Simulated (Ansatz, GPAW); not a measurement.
# Work function of I/Mo(110) at several levels, part 3 of 3

Aim: the work function of both faces of I/Mo(110), and its spread over functionals and bases.

GPAW 26.7.0 and Ansatz 0.2.0; Ansatz plane waves; slab in vacuum with a dipole correction, relaxation (the session's first sound run).

So far, upper work function (eV): step 2 (relaxing the atoms, PBE) 3.99; step 4 (self-consistent run: xc = "RPBE") 3.90; step 5 (self-consistent run: xc = "revPBE") 3.90; step 6 (OptPBE vdW: xc = "optPBE-vdW", GPAW, PAW setups, GPAW) 4.20; step 7 (real-space grid: mode = "fd", PBE, GPAW) 3.99.

## 9. A second plane-wave code

A second program with its own datasets checks the number independently.

This step: Ansatz plane waves; slab in vacuum with a dipole correction (Ansatz 0.2.0).

Contents of input.yaml:

```yaml
crystal:
  lattice:
    - [4.4547727215, -3.15, 0.0]
    - [4.4547727215, 3.15, 0.0]
    - [0.0, 0.0, 23.3599884737]
  atoms:
    - { symbol: Mo, position: [0.0, 0.0, 0.2996576821] }
    - { symbol: Mo, position: [0.25, 0.25, 0.3950081727] }
    - { symbol: Mo, position: [0.0017665287, 0.0017665287, 0.4895484721] }
    - { symbol: Mo, position: [0.2409248663, 0.2409248663, 0.5856450196] }
    - { symbol: Mo, position: [0.0, 0.5, 0.2996576821] }
    - { symbol: Mo, position: [0.25, 0.75, 0.3950081727] }
    - { symbol: Mo, position: [0.0003670824, 0.4996449449, 0.4920481287] }
    - { symbol: Mo, position: [0.2535295039, 0.750425096, 0.5840364027] }
    - { symbol: Mo, position: [0.5, 0.0, 0.2996576821] }
    - { symbol: Mo, position: [0.75, 0.25, 0.3950081727] }
    - { symbol: Mo, position: [0.4996449449, 0.0003670824, 0.4920481287] }
    - { symbol: Mo, position: [0.750425096, 0.2535295039, 0.5840364027] }
    - { symbol: Mo, position: [0.5, 0.5, 0.2996576821] }
    - { symbol: Mo, position: [0.75, 0.75, 0.3950081727] }
    - { symbol: Mo, position: [0.4994014374, 0.4994014374, 0.4908880338] }
    - { symbol: Mo, position: [0.7549653078, 0.7549653078, 0.582282716] }
    - { symbol: I, position: [0.4324390293, 0.4324390293, 0.6835211309] }
kpoints:
  mp_grid: { grid: [6, 6, 1] }
hamiltonian:
  xc: pbe
scf:
  occupations: { method: fermi_dirac, width: 0.1 }
efield:
  axis: 3
  dipole_correction: true
  ramp_width: 0.05
output:
  forces: true
  write_potential: true
  write_density: true
  volumetric_format: npy
  elf: true
```

Run with:

```sh
ansatz run input.yaml --threads 4 --pin off --max-ram 8192MiB --backend cpu --events-out ev --progress --plain --runs-dir out
```

Numbers of over 12 decimals in the logs are rounded to 6 here.

The log of the run:

```text
[...]
Crystal: 17 atoms, lattice volume = 655.600 Å³
Basis set: ecut = 420 eV, 12835 PW (Γ), exchange–correlation on 80×80×320 points (8 copies of the dense FFT grid, shifted against one another)
Bands: 145, of which v1, the nominal top of the filled ones, is band 121 counted from 1 (120 counted from 0)
Symmetry: 2 space group operations
[...]
k-points: 13 of 36 (time reversal used)
[...]
SCF iter   1: F=—  HF=-86801.811996 eV  |F-HF|=—  |Δ(HF+E_count)|=         —  Δρ=4.15e-3  dr2=4.57e-1  ethr=1.77e-3  p=0.177 e·Å  D=4.90e-2 V/Å  ΔV_dip=-1.14 eV  dr2_dipole=2.88e-2  V_vac-E_F(+/−)=3.65/4.79 eV  ⟨swp⟩=8.7  Hψ=9051  notcnv=0
[...]
SCF iter   9: F=-86801.792791 eV  HF=-86801.792791 eV  |F-HF|=1.27e-8  |Δ(HF+E_count)|=   8.46e-8  Δρ=1.33e-6  dr2=2.05e-8  ethr=4.15e-11  p=0.102 e·Å  D=2.82e-2 V/Å  ΔV_dip=-0.66 eV  dr2_dipole=1.49e-9  V_vac-E_F(+/−)=3.99/4.65 eV  ⟨swp⟩=15.1  Hψ=15330  notcnv=0
SCF 1 converged in 9 iterations: F = -86801.792791 eV  dr2 = 2.05e-8
[...]
SCF converged after 9 iterations
Free energy (F): -86801.792791 eV
[...]
Internal energy: -86801.339767 eV  (E = F + TS)
E sigma→0 (E₀):  -86801.566279 eV
Entropy (-TS):   -0.453024 eV (-26.648 meV/atom)
Fermi energy:    6.163103 eV
Dipole field:    D = 0.028124 V/Å  (p = 0.101897 e·Å, saw-weighted, corrected)
Work function:   Φ+ = 3.9902 eV   Φ− = 4.6472 eV
[...]
--- Forces (eV/Å), atoms counted from 1 ---
  atom   1  Mo    -0.00510326     0.00000000     0.48520496
  atom   2  Mo     0.06132729     0.00000000    -0.60441166
  atom   3  Mo     0.00195043     0.00000000     0.01129094
  atom   4  Mo     0.00697721     0.00000000    -0.00414977
  atom   5  Mo     0.01291749    -0.03460310     0.55061030
  atom   6  Mo    -0.01219493     0.04263835    -0.39947252
  atom   7  Mo    -0.00012878    -0.00472502    -0.01154808
  atom   8  Mo    -0.00171136    -0.00374120     0.00034879
  atom   9  Mo     0.01291749     0.03460310     0.55061030
  atom  10  Mo    -0.01219493    -0.04263835    -0.39947252
  atom  11  Mo    -0.00012878     0.00472502    -0.01154808
  atom  12  Mo    -0.00171136     0.00374120     0.00034879
  atom  13  Mo    -0.03169024     0.00000000     0.43168163
  atom  14  Mo    -0.03340107     0.00000000    -0.61962516
  atom  15  Mo    -0.00428900     0.00000000     0.00931745
  atom  16  Mo     0.01336215     0.00000000     0.00454140
  atom  17  I     -0.00689809     0.00000000     0.00624985
  max |Σ_I F_I| component: 2.34e-5 eV/Å
--- Band table (eV; the first three rows and the last of 13) ---
  k-point 0: bands = [... 117 lower, 6.7522, 6.8904, 7.0238, 7.0884, 7.1953, 7.2710, 7.2776, 7.3279, ... 20 higher]
  k-point 1: bands = [... 117 lower, 6.5528, 6.6258, 6.7729, 6.8257, 6.8727, 7.0879, 7.1608, 7.1938, ... 20 higher]
  k-point 2: bands = [... 117 lower, 5.7519, 5.8886, 6.0019, 6.2569, 6.4888, 6.6475, 6.7301, 6.8924, ... 20 higher]
  k-point 12: bands = [... 117 lower, 5.4394, 5.4428, 5.4476, 5.4758, 5.5544, 5.5986, 5.8388, 5.9445, ... 20 higher]
```

Wall time 96 s (4 threads of Arm Neoverse N1, shared host); peak memory 2.4 GiB; 6.2 min of CPU time.

In the SCF lines HF is the Harris–Foulkes energy and dr2 the Hartree energy of the density residual, in eV; the loop may stop once dr2 is under the threshold and the program's other checks hold. Hψ counts applications of the Hamiltonian.

This step gave:

```yaml
lower_work_function: 4.647 eV
dipole_along_the_normal: 0.1019 e·Å
dipole_field: 0.02812 V/Å
vacuum_level_above: 10.15 eV
vacuum_level_below: 10.81 eV
```

The electrostatic potential energy of an electron (with the applied field's), less the Fermi level, planar mean oscillates, so the rows of the table below give means over windows of 1 Å about each position, cut where the curve ends. Its maxima inside the range that stand out by 2 % of the span (Å: eV): 8.2: -2.29, 10.4: -2.18, 12.6: -2.74. Its minima: 7.0: -23.3, 9.2: -23.8, 11.5: -23.6, 13.6: -23.2.

The electrostatic potential energy of an electron (with the applied field's), less the Fermi level, planar mean by z; means over each step:

| z (Å) | electrostatic potential energy of an electron (with the applied field's), less the Fermi level, planar mean (eV) |
| --- | --- |
| 0 | 4.56 |
| 1 | 4.65 |
| 2 | 4.65 |
| 3 | 4.64 |
| 4 | 4.58 |
| 5 | 3.92 |
| 6 | -3.05 |
| 7 | -19.9 |
| 8 | -5.75 |
| 9 | -18.8 |
| 10 | -8.62 |
| 11 | -14.6 |
| 12 | -13.5 |
| 13 | -11.1 |
| 14 | -16.6 |
| 15 | -0.445 |
| 16 | 0.754 |
| 17 | 2.47 |
| 18 | 3.90 |
| 19 | 3.98 |
| 20 | 3.99 |
| 21 | 3.99 |
| 22 | 3.99 |
| 23 | 4.15 |

Table of valence density, planar mean by z:

z (Å), valence density, planar mean (e/Å³) and a bar:
```
      3.0       0.00 
      3.5       0.00 
      4.0       0.00 
      4.5       0.01 
      5.0       0.02 
      5.5       0.05 #
      6.0       0.19 ####
      6.5       0.93 #################
      7.0       1.61 ##############################
      7.5       0.94 ##################
      8.0       0.34 ######
      8.5       0.54 ##########
      9.0       1.44 ###########################
      9.5       1.39 ##########################
     10.0       0.48 #########
     10.5       0.34 ######
     11.0       1.00 ###################
     11.5       1.59 ##############################
     12.0       0.89 #################
     12.5       0.36 #######
     13.0       0.67 ############
     13.5       1.54 #############################
     14.0       1.23 #######################
     14.5       0.32 ######
     15.0       0.15 ###
     15.5       0.28 #####
     16.0       0.57 ###########
     16.5       0.21 ####
     17.0       0.06 #
     17.5       0.01 
     18.0       0.00 
     18.5       0.00 
     19.0       0.00 
     19.5       0.00
```

Force by atom:

| atom | x (eV/Å) | y (eV/Å) | z (eV/Å) | size |
| --- | --- | --- | --- | --- |
| Mo1 | -0.005 | 0.000 | 0.485 | 0.485 |
| Mo2 | 0.061 | 0.000 | -0.604 | 0.608 |
| Mo3 | 0.002 | 0.000 | 0.011 | 0.011 |
| Mo4 | 0.007 | 0.000 | -0.004 | 0.008 |
| Mo5 | 0.013 | -0.035 | 0.551 | 0.552 |
| Mo6 | -0.012 | 0.043 | -0.399 | 0.402 |
| Mo7 | 0.000 | -0.005 | -0.012 | 0.012 |
| Mo8 | -0.002 | -0.004 | 0.000 | 0.004 |
| Mo9 | 0.013 | 0.035 | 0.551 | 0.552 |
| Mo10 | -0.012 | -0.043 | -0.399 | 0.402 |
| Mo11 | 0.000 | 0.005 | -0.012 | 0.012 |
| Mo12 | -0.002 | 0.004 | 0.000 | 0.004 |
| Mo13 | -0.032 | 0.000 | 0.432 | 0.433 |
| Mo14 | -0.033 | 0.000 | -0.620 | 0.621 |
| Mo15 | -0.004 | 0.000 | 0.009 | 0.010 |
| Mo16 | 0.013 | 0.000 | 0.005 | 0.014 |
| I17 | -0.007 | 0.000 | 0.006 | 0.009 |

ELF in the ca plane at fractional y = 0.000, with atoms of Mo within 0.2 Å of it. It is the smooth field of the valence electrons, not physical close to the nuclei.

Ten even steps from '0' (0.00) to '9' (0.72), each cell a mean:
```
89845544544988953544565420000000000000000000
98535534543589634544555320000000000000000000
54345434554344345444555310000000000000000000
43455444466433456444554210000000000000000000
54345434454344335444554210000000000000000000
99535534553589734444443100000000000000000000
89845544543898963544553100000000000000000000
67944645544976963555553200000000000000000000
99735544543799843544454210000000000000000000
76335434453367435544554210000000000000000000
43355444455444356544555310000000000000000000
43355444465443356544555320000000000000000000
76435434553477435544555420000000000000000000
99735544543899844544565421000000000000000000
57945645544966953555566421000000000000000000
```
Columns run along c (16.0 Å, from fractional 0.29 to 0.98 of the cell), rows up along a (5.5 Å). Atoms in or near the plane, at fractional coordinates: Mo at (0.30, 0.00), Mo at (0.49, 0.00), Mo at (0.30, 0.50), Mo at (0.49, 0.50).

Electrostatic potential energy in the ca plane at fractional y = 0.000, with atoms of Mo within 0.2 Å of it. With pseudopotentials it is smooth inside the atoms' cores, unlike the true potential.

Ten even steps from '0' (-66 eV) to '9' (11 eV), each cell a mean:
```
00379999997200269999999999999999999999999999
33689999998533589999999999999999999999999999
77899999999877899999999999999999999999999999
88999988999988999998999999999999999999999999
77899999999877899999999999999999999999999999
23689999998632479999999999999999999999999999
00379999997300158999999999999999999999999999
00279999997200058999999999999999999999999999
01479999998410269999999999999999999999999999
55789999999755689999999999999999999999999999
88999988999988899988999999999999999999999999
88999988999888899988999999999999999999999999
55789999998755689999999999999999999999999999
01479999997310379999999999999999999999999999
00279999996100168999999999999999999999999999
```
Columns run along c (16.0 Å, from fractional 0.29 to 0.98 of the cell; values clipped at the 3rd and 97th percentile), rows up along a (5.5 Å). Atoms in or near the plane, at fractional coordinates: Mo at (0.30, 0.00), Mo at (0.49, 0.00), Mo at (0.30, 0.50), Mo at (0.49, 0.50).

Valence density in the ca plane at fractional y = 0.000, with atoms of Mo within 0.2 Å of it. It is the smooth field of the valence electrons, not physical close to the nuclei.

Values in e/Å³, 8 rows by 16 columns, each cell a mean:
```
4.1 0.5 0.3 0.4 3.8 1.7 0.3 0.2 0.1 0.0 0.0 0.0 0.0 0.0 0.0 0.0
0.6 0.3 0.3 0.3 0.5 0.4 0.3 0.3 0.1 0.0 0.0 0.0 0.0 0.0 0.0 0.0
1.2 0.3 0.3 0.3 1.0 0.6 0.3 0.3 0.1 0.0 0.0 0.0 0.0 0.0 0.0 0.0
5.2 0.6 0.3 0.4 4.7 2.7 0.3 0.2 0.1 0.0 0.0 0.0 0.0 0.0 0.0 0.0
4.1 0.5 0.3 0.4 3.7 2.0 0.3 0.2 0.1 0.0 0.0 0.0 0.0 0.0 0.0 0.0
0.6 0.3 0.3 0.3 0.6 0.4 0.4 0.3 0.1 0.0 0.0 0.0 0.0 0.0 0.0 0.0
1.2 0.3 0.3 0.3 1.1 0.6 0.3 0.3 0.1 0.0 0.0 0.0 0.0 0.0 0.0 0.0
5.2 0.6 0.3 0.5 5.0 2.4 0.3 0.2 0.1 0.0 0.0 0.0 0.0 0.0 0.0 0.0
```
Columns run along c (16.0 Å, from fractional 0.29 to 0.98 of the cell), rows up along a (5.5 Å). Atoms in or near the plane, at fractional coordinates: Mo at (0.30, 0.00), Mo at (0.49, 0.00), Mo at (0.30, 0.50), Mo at (0.49, 0.50).

The upper face's work function is 3.990 eV, against 3.991 eV in the first plane-wave PBE run at this geometry.

## 10. Side by side

Results and costs are gathered.

This step: comparison of work functions, dipole and cost (GPAW 26.7.0).

Ladder, by row:

| step | code | work function, upper (eV) | work function, lower (eV) | dipole (e Å) | wall time (s) | peak memory (GiB) | threads |
| --- | --- | --- | --- | --- | --- | --- | --- |
| pw | GPAW | 3.991 | 4.639 | 0.1008 | 3292 | 0.9 | 1 |
| RPBE | GPAW | 3.902 | 4.49 | 0.09147 | 3372 | 0.9 | 1 |
| revPBE | GPAW | 3.9 | 4.51 | 0.09493 | 3517 | 0.9 | 1 |
| optPBE-vdW | GPAW | 4.199 | 4.813 | 0.09556 | 3464 | 1.26 | 1 |
| fd | GPAW | 3.99 | 4.638 | 0.1006 | 13791 | 5.19 | 1 |
| ansatz | Ansatz | 3.99 | 4.647 | 0.1019 | 96.09 | 2.395 | 4 |

## 11. Outcome

```yaml
work_function_upper_and_lower_face: 3.991 and 4.639 eV
dipole_along_the_normal: 0.101 e Å
```

What this shows: With plane waves and PBE the work function is 3.99 eV on the upper face and 4.64 eV on the lower. The two faces differ by 0.65 eV, the step that the slab's dipole makes (e p/(ε0 A) gives 0.65 eV), so the dipole layer is needed. Over the sound runs of the table the upper face's work function spans 3.900 (revPBE) to 4.199 eV (optPBE-vdW). The two plane-wave codes differ by 6.2e-4 eV on the upper face. The cell of 28.1 Å² holds one I, started on one chosen site; other sites and coverages weren't tried. The in-plane lattice was kept as typed, which isn't the functional's own and leaves some strain; spin-orbit coupling and temperature are left out.

[Logs are printed without paths, hosts, clocks, repeated set-up lines and the standing remarks that a program may print on its own settings, such as how far it seeks lower states.]

[Hosts, paths, dates, database ids (printed as entryN), source tags and the programs' standing remarks are cut or masked in the printed files.]
